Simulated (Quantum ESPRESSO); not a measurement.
# Dielectric function and optical constants of SiC (Moissanite 3C), part 3 of 3

Wanted: where SiC (Moissanite 3C) starts to absorb, how strongly, and its refractive index.

Quantum ESPRESSO 7.5; DFT, PBE, plane waves with norm-conserving potentials (PseudoDojo), scalar-relativistic, independent-particle optical response without local fields and without the non-local commutator.

So far. Step 2 (Ground state): There is a gap, 1.51 eV on this mesh (points off the mesh can give less), so no carriers' term is needed.

## Step 5: Dielectric function

The spectrum is a sum over vertical transitions between filled and empty bands at the fixed density, so many empty bands are needed.

This step: DFT, PBE, plane waves with norm-conserving potentials (PseudoDojo), scalar-relativistic, independent-particle optical response without local fields and without the non-local commutator (Quantum ESPRESSO 7.5).

The input, epsilon.in:

```
&inputpp
  prefix = 'x'
  outdir = './tmp'
  calculation = 'eps'
/
&energy_grid
  smeartype = 'gauss'
  intersmear = 0.4
  wmin = 0.0
  wmax = 22
  nw = 500
/
```

On the command line:

```bash
> mpirun -n 4 epsilon.x -nk 4 -in epsilon.in
```

The program printed:

```text
[banner, memory and clock lines left out]

     Broadcasting variables...

     IMPORTANT: XC functional enforced from input :
     Exchange-correlation= PBE
                           (   1   4   3   4   0   0   0)
     Any further DFT definition will be discarded

     G-vector sticks info

     Fermi energy [eV] is:  9.49494
     The system is a dielectric...
     metallic system: redefining wmin =     0.000000

     Performing eps calculation...

     xx,yy,zz plasmon frequences [eV] are:    21.956226505   21.956226620   21.956226739
```

Wall time 1.4 s (4 MPI ranks of Arm Neoverse V2, shared host); peak memory 0.04 GiB.

Read-outs, printed or worked out from the files:

* electronic dielectric constant ε∞, mean over x, y and z (by symmetry where fewer were run): 8.429
* main peak of Im epsilon, first axis: 6.805 eV

Some rows of epsi_x.dat:

```text
# energy grid [eV]     epsi_x  epsi_y  epsi_z
#
    0.176352705    0.010168193    0.010168194    0.010168194
    1.234468938    0.076378974    0.076378976    0.076378977
    2.292585170    0.172241182    0.172241185    0.172241187
    3.350701403    0.372165518    0.372165521    0.372165525
    4.408817635    1.470382879    1.470382883    1.470382889
    5.466933868    7.888517594    7.888517600    7.888517607
    6.525050100   20.992049033   20.992049041   20.992049048
    7.583166333   12.570091282   12.570091290   12.570091300
    8.641282565   12.894860951   12.894860960   12.894860971
    9.699398798    7.282703643    7.282703655    7.282703668
   10.757515030    5.406556775    5.406556789    5.406556804
   11.815631263    2.654476803    2.654476818    2.654476836
   12.873747495    2.369867642    2.369867661    2.369867681
   13.931863727    1.490503915    1.490503937    1.490503960
   14.989979960    1.341690205    1.341690230    1.341690257
   16.048096192    0.874267265    0.874267295    0.874267326
   17.106212425    0.635202520    0.635202554    0.635202591
   18.164328657    0.492979214    0.492979255    0.492979298
   19.222444890    0.371038071    0.371038120    0.371038171
   20.280561122    0.297882779    0.297882840    0.297882900
   21.338677355    0.253402555    0.253402630    0.253402703
```

The Im ε, any direction has structure finer than the step of the table below, so its rows give means over 1 eV, whole bins alone (the curve runs from 0 to 22 eV). Peaks (eV: height): 6.8: 27.1, 8.3: 18.1.

Values under the direct gap are tails of Lorentzian lines. The Im ε, any direction by photon energy; means over each step:

photon energy (eV), Im ε, any direction and a bar:
```
        1        0.1 
        2        0.1 
        3        0.3 
        4        0.8 #
        5        4.6 ######
        6       13.3 ###################
        7       21.0 ##############################
        8       15.1 ######################
        9       11.0 ################
       10        7.2 ##########
       11        4.3 ######
       12        3.0 ####
       13        2.3 ###
       14        1.6 ##
       15        1.3 ##
       16        0.9 #
       17        0.7 #
       18        0.5 #
       19        0.4 
       20        0.3 
       21        0.2
```

The Re ε, any direction by photon energy:

| photon energy (eV) | Re ε, any direction |
| --- | --- |
| 0 | 8.43 |
| 1 | 8.58 |
| 2 | 9.06 |
| 3 | 10.1 |
| 4 | 12.2 |
| 5 | 16.0 |
| 6 | 17.6 |
| 7 | -0.184 |
| 8 | 2.21 |
| 9 | -4.49 |
| 10 | -4.48 |
| 11 | -5.62 |
| 12 | -2.91 |
| 13 | -3.30 |
| 14 | -2.46 |
| 15 | -2.06 |
| 16 | -1.82 |
| 17 | -1.35 |
| 18 | -1.04 |
| 19 | -0.822 |
| 20 | -0.566 |
| 21 | -0.393 |
| 22 | -0.247 |

Reflectivity at normal incidence, any direction against photon energy; read off at these points:

| photon energy (eV) | reflectivity at normal incidence, any direction (%) |
| --- | --- |
| 0.00 | 23.8 |
| 0.50 | 23.9 |
| 1.00 | 24.1 |
| 1.50 | 24.5 |
| 2.00 | 25.1 |
| 2.50 | 26.0 |
| 3.00 | 27.1 |
| 3.50 | 28.7 |
| 4.00 | 30.9 |
| 4.50 | 34.3 |
| 5.00 | 37.1 |
| 5.50 | 40.8 |
| 6.00 | 43.5 |
| 6.50 | 49.2 |
| 7.00 | 57.0 |
| 7.50 | 46.6 |
| 8.00 | 46.7 |
| 8.50 | 58.4 |
| 8.60 | 59.3 |
| 9.00 | 53.9 |
| 9.50 | 58.4 |
| 10.00 | 53.8 |
| 10.50 | 59.7 |
| 11.00 | 66.6 |
| 11.50 | 63.3 |
| 12.00 | 53.7 |
| 12.50 | 57.4 |
| 13.00 | 63.2 |
| 13.50 | 61.5 |
| 13.89 | 63.3 |
| 14.00 | 62.1 |
| 14.50 | 59.0 |
| 15.00 | 59.0 |
| 15.50 | 58.9 |
| 16.00 | 64.6 |
| 16.22 | 67.5 |
| 16.50 | 64.8 |
| 17.00 | 63.6 |
| 17.50 | 64.6 |
| 18.00 | 62.2 |
| 18.50 | 62.8 |
| 19.00 | 62.2 |
| 19.50 | 65.7 |
| 19.62 | 65.8 |
| 20.00 | 61.4 |
| 20.50 | 61.9 |
| 21.00 | 61.4 |
| 21.50 | 55.6 |
| 22.00 | 51.9 |

Values under the direct gap are tails of Lorentzian lines. The loss function −Im 1/ε at q → 0, any direction by energy loss; read off at these points:

energy loss (eV), loss function −Im 1/ε at q → 0, any direction and a bar:
```
        0       0.00 
        1       0.00 
        2       0.00 
        3       0.00 
        4       0.00 
        5       0.02 
        6       0.03 
        7       0.04 #
        8       0.06 #
        9       0.08 #
       10       0.10 #
       11       0.08 #
       12       0.17 ###
       13       0.14 ##
       14       0.18 ###
       15       0.22 ###
       16       0.22 ###
       17       0.29 ####
       18       0.39 ######
       19       0.49 #######
       20       0.74 ###########
       21       1.10 ################
       22       2.02 ##############################
```

Refractive index n and extinction k against photon energy:

| photon energy (eV) | n | k |
| --- | --- | --- |
| 0 | 2.90 | 0 |
| 1 | 2.93 | 0.0103 |
| 2 | 3.01 | 0.0233 |
| 3 | 3.17 | 0.0447 |
| 4 | 3.50 | 0.101 |
| 5 | 4.04 | 0.529 |
| 6 | 4.42 | 1.38 |
| 7 | 3.47 | 3.50 |
| 8 | 2.95 | 2.55 |
| 9 | 1.89 | 2.84 |
| 10 | 1.50 | 2.60 |
| 11 | 0.789 | 2.50 |
| 12 | 0.764 | 1.87 |
| 13 | 0.554 | 1.90 |
| 14 | 0.452 | 1.63 |
| 15 | 0.446 | 1.50 |
| 16 | 0.326 | 1.39 |
| 17 | 0.279 | 1.20 |
| 18 | 0.252 | 1.05 |
| 19 | 0.224 | 0.934 |
| 20 | 0.196 | 0.777 |
| 21 | 0.174 | 0.651 |
| 22 | 0.211 | 0.540 |

Optical constants at common wavelengths, from n + ik = √ε:

| wavelength (nm) | n | k | R (%) | 1/α |
| --- | --- | --- | --- | --- |
| 1550 | 2.92 | 0.008 | 24.0 | 15 µm |
| 800 | 2.97 | 0.017 | 24.6 | 3.8 µm |
| 633 | 3.01 | 0.023 | 25.1 | 2.2 µm |
| 450 | 3.12 | 0.038 | 26.5 | 941 nm |
| 365 | 3.27 | 0.059 | 28.3 | 492 nm |
| 248 | 4.04 | 0.529 | 37.1 | 37 nm |
| 193 | 4.52 | 2.106 | 48.2 | 7.3 nm |

Below the direct gap, k and the depth come from the tails of the Lorentzian lines, not from transitions.

Rows near the edge hang on the gap, which this functional as a rule makes too small, and phonon-assisted absorption is left out.

## Step 6: Outcome

| Quantity | Value |
| --- | --- |
| electronic dielectric constant ε∞, mean over x, y and z (by symmetry where fewer were run) (independent particles) | 8.43 |
| main peak of Im epsilon, first axis | 6.80 eV |

**Reading.** At this level (PBE, independent particles) SiC has ε∞ = 8.43 and n = 2.92 at 1550 nm, and Im ε peaks at 6.8 eV. Distinct maxima of Im ε, read by a parabola through the highest points, lie at 6.80 eV (27) and 8.30 eV (18). Excitons and phonon-assisted transitions are missing, and so are local fields; PBE gaps are as a rule too small, which pulls the onset down and ε∞ up. epsilon.x leaves out the commutator of the non-local potential, so its intensities are off, as a rule too high. The sum runs over mesh points, so small or evenly spaced maxima can still be ripples of the mesh.

[Machine, clock, banner and «Message from routine» lines are left out of the logs.]

[Logs are printed without paths, hosts, clocks, repeated set-up lines and the standing remarks that a program may print on its own settings, such as how far it seeks lower states.]

[Hosts, paths, dates, database ids (printed as entryN), source tags and the programs' standing remarks are cut or masked in the printed files.]
